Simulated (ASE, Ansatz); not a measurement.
## Localised basis functions on AlAs/InAs superlattice along [001] (512 atoms)

Aim: test how closely localised support functions follow the reference on AlAs/InAs superlattice along [001] (512 atoms), and at what cost. A setting counts as converged where the r.m.s. difference of forces stays under 1 % of the r.m.s. force.

Calculated with Ansatz 0.2.0; Kohn-Sham DFT, PBE, PAW (set soft_2), plane waves.

### 1. Set-up

The cell holds 512 atoms: 160 Al, 256 As and 96 In. Cell: a = 17.135 Å, b = 17.135 Å, c = 45.181 Å, α = 90.0°, β = 90.0°, γ = 90.0°. It derives from AlAs and InAs. Zinc-blende lattice with in-plane constant 6.058 Å; 5 periods of AlAs and 3 of InAs along [001], 4 x 4 in-plane cells; the two parts stretched along z by 0.8916 and 1.0; not relaxed, displaced by a Gaussian of 0.02 Å. Regions: AlAs, 320 atoms (160 Al and 160 As); InAs, 192 atoms (96 In and 96 As).

Before any run, some limits are plain. The host structure and its lattice constant were typed by rule, without a check against the phase diagram. Only the Γ point is sampled, in a cell whose shortest periodic width is 17 Å.

### 2. Plane-wave single point

The first run fixes the reference, at a cutoff of 420 eV.

The input, input.yaml:

```yaml
crystal:
  lattice:
    - [17.13461, 0.0, 0.0]
    - [0.0, 17.13461, 0.0]
    - [0.0, 0.0, 45.18056]
  atoms:
    - { symbol: Al, position: [0.99953, 0.99946, 2.0e-05] }
    - { symbol: As, position: [0.12501, 0.00155, 0.02934] }
    - { symbol: Al, position: [0.25004, 0.99868, 0.00074] }
    - { symbol: As, position: [0.37533, 0.99882, 0.02969] }
    - { symbol: Al, position: [0.5017, 0.0004, 0.00022] }
    - { symbol: As, position: [0.62382, 0.00084, 0.02901] }
    - { symbol: Al, position: [0.74965, 1.0e-05, 0.99963] }
    - { symbol: As, position: [0.87469, 0.99865, 0.02962] }
    - { symbol: Al, position: [0.00079, 0.25075, 0.99971] }
    - { symbol: As, position: [0.12468, 0.24905, 0.02995] }
    - { symbol: Al, position: [0.25059, 0.25073, 0.99983] }
    - { symbol: As, position: [0.37157, 0.24887, 0.03037] }
    - { symbol: Al, position: [0.4991, 0.25065, 0.00047] }
    - { symbol: As, position: [0.624, 0.24939, 0.03009] }
    - { symbol: Al, position: [0.74852, 0.25045, 0.99995] }
    - { symbol: As, position: [0.87248, 0.24903, 0.02975] }
    - { symbol: Al, position: [0.12385, 0.12467, 0.05973] }
    - { symbol: As, position: [0.24984, 0.12349, 0.08966] }
    - { symbol: Al, position: [0.37413, 0.12559, 0.05909] }
    - { symbol: As, position: [0.49864, 0.12588, 0.08936] }
    - { symbol: Al, position: [0.62688, 0.12571, 0.05949] }
    - { symbol: As, position: [0.75056, 0.12359, 0.09069] }
    - { symbol: Al, position: [0.87462, 0.1251, 0.05986] }
    - { symbol: As, position: [0.99995, 0.12536, 0.08985] }
    - { symbol: Al, position: [0.99821, 0.00178, 0.11942] }
    - { symbol: As, position: [0.1258, 0.00045, 0.149] }
    - { symbol: Al, position: [0.24977, 0.99864, 0.11941] }
    - { symbol: As, position: [0.37361, 0.00064, 0.14898] }
    - { symbol: Al, position: [0.49927, 0.00151, 0.11919] }
    - { symbol: As, position: [0.62511, 0.99999, 0.14972] }
    - { symbol: Al, position: [0.75068, 0.9987, 0.11966] }
    - { symbol: As, position: [0.87296, 0.99943, 0.1489] }
    [... 474 atom lines left out ...]
    - { symbol: In, position: [0.37521, 0.87343, 0.93282] }
    - { symbol: As, position: [0.49872, 0.87519, 0.96688] }
    - { symbol: In, position: [0.62765, 0.87388, 0.93338] }
    - { symbol: As, position: [0.75129, 0.87404, 0.9665] }
    - { symbol: In, position: [0.87329, 0.87407, 0.93288] }
    - { symbol: As, position: [0.99953, 0.87468, 0.96634] }
kpoints:
  mp_grid: { grid: [1, 1, 1] }
hamiltonian:
  xc: pbe
scf:
  occupations: { method: fermi_dirac, width: 0.05 }
output:
  forces: true
  stress: true
  populations: intrinsic
  dos:
    method: { smearing: { sigma: 0.08 } }
    de: 0.1
    projected: { site_lists: { Al: [Al], As: [As], In: [In] } }
  eigenvalues: true
  write_density: true
  write_potential: true
  volumetric_format: npy
```

Run with:

```
$ ansatz run input.yaml --threads 32 --pin off --max-ram 143360MiB --backend cuda --events-out ev --progress --plain --runs-dir out
```

Numbers of over 12 decimals in the logs are rounded to 6 here.

The program printed:

```text
Engine: ansatz 0.2.0, aarch64-unknown-linux-gnu
Pseudopotentials: kind: paw
Pseudopotential: Al, paw, valence charge 3, recommended cutoff 420 eV (normal), Al.paw.azcp
Pseudopotential: As, paw, valence charge 15, recommended cutoff 420 eV (normal), As.paw.azcp
Pseudopotential: In, paw, valence charge 13, recommended cutoff 420 eV (normal), In.paw.azcp
[... 5 lines on functional and potentials left out ...]
device memory: the entry about to start is reckoned to put 86.5 GiB on a device that reports 182.5 GiB free
GPU FFT provider: cuFFT
GPU libraries: cuBLAS 13.8.1, cuFFT 12.4.0, cuSOLVER 12.3.2
GPU matrix products: emulated (plane waves: as basis.precision tells), large ones in fixed point in workspaces of 1.00 GiB
Crystal: 512 atoms, lattice volume = 13264.780 Å³
Basis set: ecut = 420 eV, 259215 PW (Γ), exchange–correlation on 240×240×640 points (8 copies of the dense FFT grid, shifted against one another)
Bands: 3341, of which v1, the nominal top of the filled ones, is band 2784 counted from 1 (2783 counted from 0)
Symmetry: 1 space group operations
Space group: P1 (ITA 1), of the structure as read, at distance tolerance 2.4e-4 Å
k-points: 1
[... 7 lines on functional and potentials left out ...]
Initial density: superposition of atomic densities (neutral atoms: chi_scale 0, normalization atom), corrected by the library's trained network
Initial wavefunctions: pseudopotential atomic-orbital guess
GPU buffer pool allocated for 4608000 grid points (all kernels)
GPU transforms: local potential and band sums: pruned to the plane-wave sphere, on 120×120×320
GPU projectors: on the FFT box's points about the atoms, with room for 4508864 of them (16 bands a pass); a geometry past the room, sums that fail their trial, or a want of GPU memory keeps the tables, and a block in half precision can take them where they are the faster
Functional: x = pbe(κ = 0.804, μ = 0.219515), c = pbe(β = 0.066725)
SCF iter   1: F=—  HF=-1866735.909758 eV  |F-HF|=—  |Δ(HF+E_count)|=         —  Δρ=1.88e-3  dr2=9.59e-1  ethr=1.77e-3  ⟨swp⟩=5.0  Hψ=12040  notcnv=0  defer=398
preconditioner: auto → LDOS  [insulator: Δε(μ)=0.354 eV  Ē_g=11.079 eV  σ=0.050 eV  W_gap=0.94  n_scr=2992 (ndim 8)  ℏωp=17.7 eV  f_vac=0.041  D(μ)=3.31/eV (n_scr^D=2)  ε∞_Penn≈3.5  β→1.0]
SCF iter   2: F=—  HF=-1866735.906379 eV  |F-HF|=—  |Δ(HF+E_count)|=   3.38e-3  Δρ=1.54e-3  dr2=8.45e-1  ethr=1.72e-5  ⟨swp⟩=2.0  Hψ=4958  notcnv=0  defer=472
SCF iter   3: F=—  HF=-1866735.696624 eV  |F-HF|=—  |Δ(HF+E_count)|=   2.10e-1  Δρ=3.51e-4  dr2=1.90e-1  ethr=1.52e-5  ⟨swp⟩=3.0  Hψ=3978  notcnv=0  defer=472
SCF iter   4: F=—  HF=-1866735.655808 eV  |F-HF|=—  |Δ(HF+E_count)|=   4.08e-2  Δρ=1.52e-4  dr2=2.63e-2  ethr=3.42e-6  ⟨swp⟩=2.0  Hψ=3638  notcnv=0  defer=472
SCF iter   5: F=—  HF=-1866735.652667 eV  |F-HF|=—  |Δ(HF+E_count)|=   3.14e-3  Δρ=5.99e-5  dr2=2.46e-3  ethr=4.73e-7  ⟨swp⟩=2.0  Hψ=3591  notcnv=0  defer=472
SCF iter   6: F=—  HF=-1866735.652474 eV  |F-HF|=—  |Δ(HF+E_count)|=   1.93e-4  Δρ=3.00e-5  dr2=5.72e-4  ethr=4.42e-8  ⟨swp⟩=2.0  Hψ=3638  notcnv=0  defer=472
SCF iter   7: F=—  HF=-1866735.677266 eV  |F-HF|=—  |Δ(HF+E_count)|=   2.48e-2  Δρ=1.59e-5  dr2=5.64e-5  ethr=1.03e-8  ⟨swp⟩=2.0  Hψ=3664  notcnv=0  defer=471
SCF iter   8: F=—  HF=-1866735.684869 eV  |F-HF|=—  |Δ(HF+E_count)|=   7.60e-3  Δρ=7.61e-6  dr2=1.81e-5  ethr=1.01e-9  ⟨swp⟩=2.0  Hψ=3894  notcnv=0  defer=471
SCF iter   9: F=—  HF=-1866735.684875 eV  |F-HF|=—  |Δ(HF+E_count)|=   5.50e-6  Δρ=3.03e-6  dr2=4.82e-6  ethr=3.26e-10  ⟨swp⟩=2.0  Hψ=3637  notcnv=0  defer=471
SCF iter  10: F=—  HF=-1866735.684875 eV  |F-HF|=—  |Δ(HF+E_count)|=   4.10e-7  Δρ=1.55e-6  dr2=2.52e-7  ethr=8.66e-11  ⟨swp⟩=2.0  Hψ=3637  notcnv=0  defer=471
SCF iter  11: F=—  HF=-1866735.684876 eV  |F-HF|=—  |Δ(HF+E_count)|=   1.50e-7  Δρ=6.47e-7  dr2=1.40e-7  ethr=1.80e-12  ⟨swp⟩=20.0  Hψ=30640  notcnv=0
SCF iter  12: F=-1866735.684876 eV  HF=-1866735.684876 eV  |F-HF|=3.73e-9  |Δ(HF+E_count)|=   4.07e-8  Δρ=2.17e-7  dr2=1.53e-8  ethr=1.80e-12  ⟨swp⟩=7.0  Hψ=15563  notcnv=0
SCF 1 converged in 12 iterations: F = -1866735.684876 eV  dr2 = 1.53e-8
  greatest PAW one-centre occupation: 0.999 electrons in one spin orbital (limit 2), on the As atom at site 289 (counted from 0), in its partial waves of l = 2
SCF converged after 12 iterations
Free energy (F): -1866735.684876 eV
Harris-Foulkes:  -1866735.684876 eV  (|F-HF|=3.73e-9)
Internal energy: -1866735.639438 eV  (E = F + TS)
E sigma→0 (E₀):  -1866735.662157 eV
Entropy (-TS):   -0.045437 eV (-0.089 meV/atom)
Fermi energy:    6.879518 eV
--- Per-component energies (eV) ---
  E_band       = -75795.245011
  E_kinetic    = 53217.882926
  E_local      = -1150543.366910  (includes V_loc(G=0)·N_el)
  E_nonlocal   = -134748.072623
  E_hartree    = 580546.385441
  E_xc         = -47151.659200
  E_vxc        = -34263.549424  (∫ρ·V_xc dr)
  E_paw        = -943595.693527  (= ΣΔE_a)
  E_vpaw       = 29449.066553  (= ΣTr[D̂ρ^β])
  E_aug_tail   = 0.004325  (compensation charges beyond the density's cutoff)
  E_ewald      = -224461.119869
  E_smearing   = -0.045437  (= −TS)
  E_closure    = -0.000000  (closes the sum)
  Σ components = -1866735.684876   (vs F -1866735.684876, Δ=0.00e0)
--- Forces (eV/Å), atoms counted from 1 ---
[... 512 lines of forces left out ...]
  max |Σ_I F_I| component: 1.34e-5 eV/Å
--- Stress (GPa, compression-positive) ---
       -1.303292       0.003164      -0.015342
        0.003164      -1.074440       0.032090
       -0.015342       0.032090       1.066022
  P = ⅓ Tr σ = -0.4372 GPa (-4.372 kbar)
--- Band table (eV) ---
[... left out ...]
--- intrinsic populations: 512 sites ---
  site symbol       q [e]
[... 512 lines, one an atom, left out ...]
  spilling = 0.000000 (of n_electrons = 5568.000000)
```

The job ended after 28 s (1 × NVIDIA GB200 with 32 threads of Arm Neoverse V2, shared host; peak memory 9.7 GiB; 92 s of CPU time).

The column dr2 measures how far the density is from self-consistency, as an energy; F and HF (Harris–Foulkes) agree once it is small.

That memory is the host's; the program planned up to 86.5 GiB on the GPU. Forces of this run were stored rounded, and per-atom blocks of the log weren't kept.

Numbers from this run:

```
free energy                                      : -1866735.6849 eV
free energy per atom                             : -3645.9681 eV/atom
SCF cycles                                       : 12
pressure                                         : -0.4372 GPa
r.m.s. force component                           : 0.3161 eV/Å
longest force                                    : 1.783 eV/Å
Fermi energy                                     : 6.88 eV
spacing of highest filled and lowest empty level : 0.3318 eV
levels partly filled by over 2 per cent          : 3
```

The r.m.s. force component of 0.32 eV/Å sets the scale for the differences below.

### 3. Support functions low

The cell is solved in localised support functions. The level low gives here a grid of 90×90×216 points and a radius of 4.37 Å.

This step: Kohn-Sham DFT, PBE, PAW (set soft_2), localised support functions (low) (Ansatz 0.2.0).

input.yaml, the sections that differ from step 2:

```yaml
scf:
  occupations: { method: fermi_dirac, width: 0.05 }
  eigensolver: { kind: { support_functions: { accuracy: low } } }
  mixing: { beta: 0.2 }
  max_iter: 150
output:
  forces: true
  eigenvalues: true
# crystal, kpoints, hamiltonian: as in step 2
```

The program printed:

```text
Warning: scf.eigensolver.kind.support_functions: disabling space-group detection — the functions' gradient is summed over unrotated k-points, so no spatial operation reduces the k-mesh or symmetrises the density; time reversal is kept, so that k and −k are solved as one point where they differ and the mesh holds both, and exact exchange and, on two spinor components, a DFT+U term hold to it where the run has them: [...]
settings of this run that can trade accuracy for cost: scf.eigensolver.kind.support_functions; scf.eigensolver.kind.support_functions.accuracy: low [...]
[...]
GPU FFT provider: cuFFT
GPU libraries: cuBLAS 13.8.1, cuFFT 12.4.0, cuSOLVER 12.3.2
[...]
Crystal: 512 atoms, lattice volume = 13264.780 Å³
Basis set: ecut = 420 eV, 259215 PW (Γ), exchange–correlation on 240×240×640 points (8 copies of the dense FFT grid, shifted against one another)
Bands: 3341, of which v1, the nominal top of the filled ones, is band 2784 counted from 1 (2783 counted from 0)
Symmetry: 1 space group operations
k-points: 1
[...]
GPU buffer pool allocated for 4608000 grid points (all kernels)
Eigensolver: Support functions (low, 90×90×216 points, laid for a spacing of at most 0.228497 Å, radius 4.370178 Å, 2 species' potentials softened for the grid, 3 wholly corrected for its errors in the mean over positions, 3 with the egg-box correction, energy correction by stochastic trace)
[...]
SCF iter   1: F=—  HF=-1866511.590562 eV  |F-HF|=—  |Δ(HF+E_count)|=         —  Δρ=3.06e-2  dr2=9.31e1  ethr=1.00e-1
[...]
SCF iter  12: F=—  HF=-1866735.961844 eV  |F-HF|=—  |Δ(HF+E_count)|=   1.23e-2  Δρ=3.76e-5  dr2=1.46e-4  ethr=1.75e-8
SCF iter  13: F=-1866735.971940 eV  HF=-1866735.971885 eV  |F-HF|=5.55e-5  |Δ(HF+E_count)|=   1.00e-2  Δρ=1.98e-5  dr2=5.52e-5  ethr=2.61e-9
SCF 1 converged in 13 iterations: F = -1866736.151408 eV  dr2 = 5.52e-5
[...]
SCF converged after 13 iterations
Stability not checked: this state was not tested for a lower state beside it, because the mixer in use, unlike msr1, does not test its closes by its own steps (another_mixer; see scf.mixing.algorithm and scf.lower_state_search)
Free energy (F): -1866736.151408 eV
[...]
Internal energy: -1866736.106150 eV  (E = F + TS)
E sigma→0 (E₀):  -1866736.128779 eV
Entropy (-TS):   -0.045258 eV (-0.088 meV/atom)
Fermi energy:    6.879616 eV
[...]
Σ components = -1866736.151408   (vs F -1866736.151408, Δ=0.00e0)
--- Forces (eV/Å), atoms counted from 1 ---
[... 512 lines of forces left out ...]
  max |Σ_I F_I| component: 3.01e-3 eV/Å
--- Band table (eV) ---
[... left out ...]
```

Wall time 15 s (1 × NVIDIA GB200 with 32 threads); peak memory 2.9 GiB; 39 s of CPU time.

That memory is the host's; the program planned up to 18.3 GiB on the GPU.

The program notes that the band table was not solved further than the SCF left it and it switched symmetry off.

Keys that differ from the reference: support_functions.accuracy = "low", scf.max_iter = 150 and scf.mixing.beta = 0.2.

Forces differ from the reference by 0.22 meV/Å r.m.s., 0.070 % of their size, well within a tolerance of 1 %; the energy by -0.91 meV/atom.

### 4. Support functions medium

The level medium is asked for. Here it resolves to the same grid and radius as in the run with support functions low, so the basis is not new.

This step: Kohn-Sham DFT, PBE, PAW (set soft_2), localised support functions (medium) (Ansatz 0.2.0).

input.yaml, the sections that differ from step 3:

```yaml
scf:
  occupations: { method: fermi_dirac, width: 0.05 }
  eigensolver: { kind: { support_functions: { accuracy: medium } } }
  mixing: { beta: 0.2 }
  max_iter: 150
# crystal, kpoints, hamiltonian, output: as in step 3
```

The program printed:

```text
[...]
GPU FFT provider: cuFFT
GPU libraries: cuBLAS 13.8.1, cuFFT 12.4.0, cuSOLVER 12.3.2
[...]
Crystal: 512 atoms, lattice volume = 13264.780 Å³
Basis set: ecut = 420 eV, 259215 PW (Γ), exchange–correlation on 240×240×640 points (8 copies of the dense FFT grid, shifted against one another)
Bands: 3341, of which v1, the nominal top of the filled ones, is band 2784 counted from 1 (2783 counted from 0)
Symmetry: 1 space group operations
k-points: 1
[...]
GPU buffer pool allocated for 4608000 grid points (all kernels)
Eigensolver: Support functions (medium, 90×90×216 points, laid for a spacing of at most 0.228497 Å, radius 4.370178 Å, 2 species' potentials softened for the grid, 3 wholly corrected for its errors in the mean over positions, 3 with the egg-box correction, energy correction by stochastic trace)
[...]
SCF iter   1: F=—  HF=-1866511.590562 eV  |F-HF|=—  |Δ(HF+E_count)|=         —  Δρ=3.06e-2  dr2=9.31e1  ethr=1.00e-1
[...]
SCF iter  15: F=—  HF=-1866735.980223 eV  |F-HF|=—  |Δ(HF+E_count)|=   4.80e-6  Δρ=5.82e-6  dr2=6.44e-6  ethr=2.81e-10
SCF iter  16: F=-1866735.980216 eV  HF=-1866735.980219 eV  |F-HF|=2.77e-6  |Δ(HF+E_count)|=   4.06e-6  Δρ=3.75e-6  dr2=1.88e-6  ethr=1.16e-10
SCF 1 converged in 16 iterations: F = -1866736.151555 eV  dr2 = 1.88e-6
[...]
SCF converged after 16 iterations
[...]
Free energy (F): -1866736.151555 eV
[...]
Internal energy: -1866736.106275 eV  (E = F + TS)
E sigma→0 (E₀):  -1866736.128915 eV
Entropy (-TS):   -0.045280 eV (-0.088 meV/atom)
Fermi energy:    6.879433 eV
[...]
Σ components = -1866736.151555   (vs F -1866736.151555, Δ=0.00e0)
--- Forces (eV/Å), atoms counted from 1 ---
[... 512 lines of forces left out ...]
  max |Σ_I F_I| component: 2.04e-3 eV/Å
--- Band table (eV) ---
[... left out ...]
```

Wall time 16 s (1 × NVIDIA GB200 with 32 threads); peak memory 3 GiB; 42 s of CPU time.

That memory is the host's; the program planned up to 18.3 GiB on the GPU.

Keys that differ from the reference: support_functions.accuracy = "medium", scf.max_iter = 150 and scf.mixing.beta = 0.2.

Forces differ from the reference by 0.21 meV/Å r.m.s., 0.067 % of their size, well within a tolerance of 1 %; the energy by -0.91 meV/atom.

### 5. Support functions high

The cell is solved in localised support functions. The level high gives here a grid of 90×90×240 points and a radius of 5.23 Å.

This step: Kohn-Sham DFT, PBE, PAW (set soft_2), localised support functions (high) (Ansatz 0.2.0).

input.yaml, the sections that differ from step 4:

```yaml
scf:
  occupations: { method: fermi_dirac, width: 0.05 }
  eigensolver: { kind: { support_functions: { accuracy: high } } }
  mixing: { beta: 0.2 }
  max_iter: 150
# crystal, kpoints, hamiltonian, output: as in step 4
```

The program printed:

```text
[...]
GPU FFT provider: cuFFT
GPU libraries: cuBLAS 13.8.1, cuFFT 12.4.0, cuSOLVER 12.3.2
[...]
Crystal: 512 atoms, lattice volume = 13264.780 Å³
Basis set: ecut = 420 eV, 259215 PW (Γ), exchange–correlation on 240×240×640 points (8 copies of the dense FFT grid, shifted against one another)
Bands: 3341, of which v1, the nominal top of the filled ones, is band 2784 counted from 1 (2783 counted from 0)
Symmetry: 1 space group operations
k-points: 1
[...]
GPU buffer pool allocated for 4608000 grid points (all kernels)
Eigensolver: Support functions (high, 90×90×240 points, laid for a spacing of at most 0.192795 Å, radius 5.230303 Å, 0 species' potentials softened for the grid, 3 wholly corrected for its errors in the mean over positions, 3 with the egg-box correction, energy correction by stochastic trace)
[...]
SCF iter   1: F=—  HF=-1866538.151047 eV  |F-HF|=—  |Δ(HF+E_count)|=         —  Δρ=3.04e-2  dr2=9.38e1  ethr=1.00e-1
[...]
SCF iter  18: F=—  HF=-1866736.124100 eV  |F-HF|=—  |Δ(HF+E_count)|=   8.19e-4  Δρ=1.97e-6  dr2=4.49e-7  ethr=2.23e-11
SCF iter  19: F=-1866736.124840 eV  HF=-1866736.124840 eV  |F-HF|=1.25e-7  |Δ(HF+E_count)|=   7.40e-4  Δρ=1.27e-6  dr2=2.06e-7  ethr=8.06e-12
SCF 1 converged in 19 iterations: F = -1866736.147066 eV  dr2 = 2.06e-7
[...]
SCF converged after 19 iterations
[...]
Free energy (F): -1866736.147066 eV
[...]
Internal energy: -1866736.101668 eV  (E = F + TS)
E sigma→0 (E₀):  -1866736.124367 eV
Entropy (-TS):   -0.045398 eV (-0.089 meV/atom)
Fermi energy:    6.879293 eV
[...]
Σ components = -1866736.147066   (vs F -1866736.147066, Δ=0.00e0)
--- Forces (eV/Å), atoms counted from 1 ---
[... 512 lines of forces left out ...]
  max |Σ_I F_I| component: 3.34e-4 eV/Å
--- Band table (eV) ---
[... left out ...]
```

Run time: 28 s. Hardware: 1 × NVIDIA GB200 with 32 threads; peak memory 3.2 GiB.

That memory is the host's; the program planned up to 29.1 GiB on the GPU.

The program notes that the correction for the support functions is uncertain.

Keys that differ from the reference: support_functions.accuracy = "high", scf.max_iter = 150 and scf.mixing.beta = 0.2.

Forces differ from the reference by 0.088 meV/Å r.m.s., 0.028 % of their size, well within a tolerance of 1 %; the energy by -0.90 meV/atom.

(Continued in part 2 of 2.)

[Logs are printed without paths, hosts, clocks, repeated set-up lines and the standing remarks that a program may print on its own settings, such as how far it seeks lower states.]

[Hosts, paths, dates, database ids (printed as entryN), source tags and the programs' standing remarks are cut or masked in the printed files.]
